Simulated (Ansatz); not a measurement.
# What Ti2NO2 monolayer distorts into, part 3 of 3

Aim: this structure of Ti2NO2 monolayer is to be tested for unstable modes, and one is followed downhill.

Ansatz 0.2.0; DFT PBEsol, scalar-relativistic, plane waves, PAW; PAW set soft_1.

So far. Step 4 (The mode frozen in, largest atomic shift 0.08 Å): The energy, extrapolated to zero smearing, is -0.97 meV/atom against the undistorted cell. Step 5 (Energy along the mode, all amplitudes (two of the runs …): The lowest of the steps tried is at 0.08 Å, 0.968 meV/atom below the parent; the bottom of the well need not coincide with a step.

**7. The new phase in its own primitive cell (continued)**

Little changed from the start: no atom moved by 0.005 Å and no cell edge by 0.1 %.

The largest force component left is 0.25 meV/Å, within the tolerances set.

**8. Modes of the new phase, k-mesh 14×14×1**

A relaxed structure may still be a saddle point, so its zone-centre modes are computed. No field response is asked, since the mesh shows no gap.

Contents of input.yaml:

```yaml
crystal:
  lattice:
    - [2.9686300369, -0.0091251012, 0.0]
    - [-1.492217588, 2.5845966783, 0.0]
    - [0.0, 0.0, 32.6]
  atoms:
    - { symbol: "N", position: [0.0, 0.0, 0.3067484663] }
    - { symbol: Ti, position: [0.3626862491, 0.6813431245, 0.3452570656] }
    - { symbol: Ti, position: [0.6373137509, 0.3186568755, 0.268239867] }
    - { symbol: O, position: [0.6540631443, 0.3270315721, 0.373819457] }
    - { symbol: O, position: [0.3459368557, 0.6729684279, 0.2396774756] }
  periodic: [true, true, false]
kpoints:
  mp_grid: { grid: [14, 14, 1] }
hamiltonian:
  xc: pbesol
  pseudopotentials: { kind: paw, azcp: { folder: soft_1 }, xc_functional: pbe }
scf:
  occupations: { method: methfessel_paxton, width: 0.2 }
output:
  eigenvalues: true
phonons:
  method: dfpt
```

Launch:

```bash
ansatz run input.yaml --threads 4 --pin off --max-ram 16384MiB --backend cpu --events-out ev --progress --plain --runs-dir out
```

Numbers of over 12 decimals in the logs are rounded to 6 here.

The program printed:

```text
[...]
Crystal: 5 atoms, lattice volume = 249.686 Å³
Basis set: ecut = 420 eV, 4753 PW (Γ), exchange–correlation on 40×40×450 points (8 copies of the dense FFT grid, shifted against one another)
Bands: 26, of which v1, the nominal top of the filled ones, is band 21 counted from 1 (20 counted from 0)
Symmetry: 4 space group operations
k-points: 100 of 196 (irreducible under 1 space group operation, time reversal used)
[...]
SCF iter   1: F=—  HF=-6461.488809 eV  |F-HF|=—  |Δ(HF+E_count)|=         —  Δρ=9.45e-2  dr2=2.46e1  ethr=3.10e-3  ⟨swp⟩=9.7  Hψ=18203  notcnv=0
[...]
SCF iter  14: F=-6455.464309 eV  HF=-6455.464309 eV  |F-HF|=4.27e-11  |Δ(HF+E_count)|=  7.91e-11  S|Δr|=    0.00e0  Δρ=2.76e-8  dr2=1.05e-12  ethr=1.00e-12  ⟨swp⟩=15.1  Hψ=21969  notcnv=0
SCF 1 converged in 14 iterations: F = -6455.464309 eV  dr2 = 1.05e-12
[...]
DFPT response loops at Γ: preconditioner auto → none (partly filled bands, converged f_vac=0.778); β = 0.50; Broyden in place of MSR1
SCF converged after 14 iterations
[...]
Free energy (F): -6455.464309 eV
[...]
Internal energy: -6455.463302 eV  (E = F + TS)
E sigma→0 (E₀):  -6455.464057 eV
Entropy (-TS):   -0.001006 eV (-0.201 meV/atom)
Fermi energy:    -5.627362 eV
[...]
--- Band table (eV; the first three rows and the last of 100) ---
  k-point 0: bands = [... 17 lower, -8.5070, -8.1056, -7.9637, -5.7603, -5.4256, -4.8409, -4.6032, -4.4353, ... 1 higher]
  k-point 1: bands = [... 17 lower, -8.4839, -8.3243, -8.2031, -5.6658, -5.3754, -4.8338, -4.4943, -4.3551, ... 1 higher]
  k-point 2: bands = [... 17 lower, -9.2419, -8.6656, -8.1790, -5.7643, -5.1178, -4.6690, -4.3616, -4.0899, ... 1 higher]
  k-point 99: bands = [... 17 lower, -10.0529, -9.1986, -9.0124, -6.1951, -4.5460, -4.0006, -3.9166, -3.6184, ... 1 higher]
--- Phonons (Γ-DFPT): 10 representative perturbations + reference, on 100 of 196 k-points (Σ response iterations 58) ---
  ASR residual: 4.522e-5 → 0.000e0 eV/Å²; symmetrization residual: 9.771e-6 eV/Å²
[...]
ASR residual per site (eV/Å²): 1.48e-5 4.35e-5 4.52e-5 2.14e-5 1.63e-5
[...]
non-analytic LO–TO correction: not included (Born effective charges unavailable; polar crystals: no LO–TO splitting at Γ)
```

Elapsed: 4.2 min, on 4 threads of Arm Neoverse V1, shared host; peak memory 2.4 GiB.

This step gave:

| Property | Result |
| --- | --- |
| sum-rule residual before enforcement | 4.52e-5 eV/Å² |
| point group | 2/m |
| highest optical mode at the zone centre (no LO-TO term) | 659.3 cm⁻¹ |
| lowest optical zone-centre mode | 84.76 cm⁻¹ |

Patterns of degenerate modes are one choice out of their space. Modes at Γ, with each element's share of the kinetic energy:

| mode | frequency (cm⁻¹) | symmetry | N % | Ti % | O % |
| --- | --- | --- | --- | --- | --- |
| 1 | 0.0 | acoustic | 10 | 68 | 23 |
| 2 | 0.0 | acoustic | 10 | 68 | 23 |
| 3 | 0.0 | acoustic | 10 | 68 | 23 |
| 4 | 84.8 | Bg | 0 | 96 | 4 |
| 5 | 157.0 | Ag | 0 | 96 | 4 |
| 6 | 286.2 | Ag | 0 | 42 | 58 |
| 7 | 302.6 | Ag | 0 | 29 | 71 |
| 8 | 359.0 | Bg | 0 | 4 | 96 |
| 9 | 370.2 | Bu | 3 | 27 | 70 |
| 10 | 377.1 | Au | 42 | 30 | 28 |
| 11 | 485.6 | Au | 48 | 2 | 50 |
| 12 | 531.7 | Bu | 79 | 8 | 12 |
| 13 | 592.0 | Ag | 0 | 33 | 67 |
| 14 | 604.0 | Bu | 20 | 10 | 69 |
| 15 | 659.3 | Bu | 78 | 19 | 3 |

Displacements in mode 4 (84.8 cm⁻¹), the largest set to 1:
```
N1   0.00  0.00  0.00
Ti2  0.58 -1.00  0.00
Ti3 -0.58  1.00  0.00
O4   0.21 -0.37  0.00
O5  -0.21  0.37  0.00
```

Displacements in mode 11 (485.6 cm⁻¹), the largest set to 1:
```
N1  -0.58  1.00  0.00
Ti2 -0.05  0.08  0.00
Ti3 -0.05  0.08  0.00
O4   0.39 -0.67  0.00
O5   0.39 -0.67  0.00
```

Before it was imposed, the acoustic sum rule was missed by 4.5e-5 eV/Å². Small misses are needed for a sound result but don't prove that mesh and cutoff are converged. The lowest optical mode is real, 84.8 cm⁻¹.

**9. Results**

```json
{
 "unstable mode of the parent": "q = (0, 0, 0), 110i cm⁻¹",
 "depth at the lowest point sampled": "0.968 meV/atom",
 "largest atomic shift at that point": "0.08 Å",
 "space group reached (within 0.01 Å)": "C2/m",
 "energy gained over the parent (first relaxation, on the mesh of the frozen mode)": "1.99 meV/atom",
 "area per atom, phase reached": "1.53 Å²",
 "lowest optical zone-centre mode, phase reached": "84.8 cm⁻¹",
 "highest optical mode at the zone centre (no LO-TO term), phase reached": "659 cm⁻¹"
}
```

In words: Along this mode the structure falls into C2/m, 1.99 meV/atom below the parent. At the parent's cell the well is 0.968 meV/atom deep on the steps tried, with its lowest point at a shift of 0.08 Å. Relaxing atoms and cell changes the gain by +1.02 meV/atom against the lowest step (energies at zero smearing). The new phase has no imaginary mode at the zone centre of its cell; other wavevectors were not checked. How so shallow a well moves with the k mesh was not tested. Each path keeps the symmetry of its pattern, so a lower phase may lie along a pattern not tried. With no gap, or one that is small against the smearing, the frequencies hang on the k mesh and the smearing, most of all near Kohn anomalies. The phonon runs are without spin polarisation, although the cell has an odd electron count. In a sheet or slab the interpolated bending branch near Γ is rough, since the rotational sum rule isn't imposed. The PAW files were made for PBE and serve the other functionals too. The starting cell was built on a prototype and not taken from a measurement.

[Logs are printed without paths, hosts, clocks, repeated set-up lines and the standing remarks that a program may print on its own settings, such as how far it seeks lower states.]

[Hosts, paths, dates, database ids (printed as entryN), source tags and the programs' standing remarks are cut or masked in the printed files.]
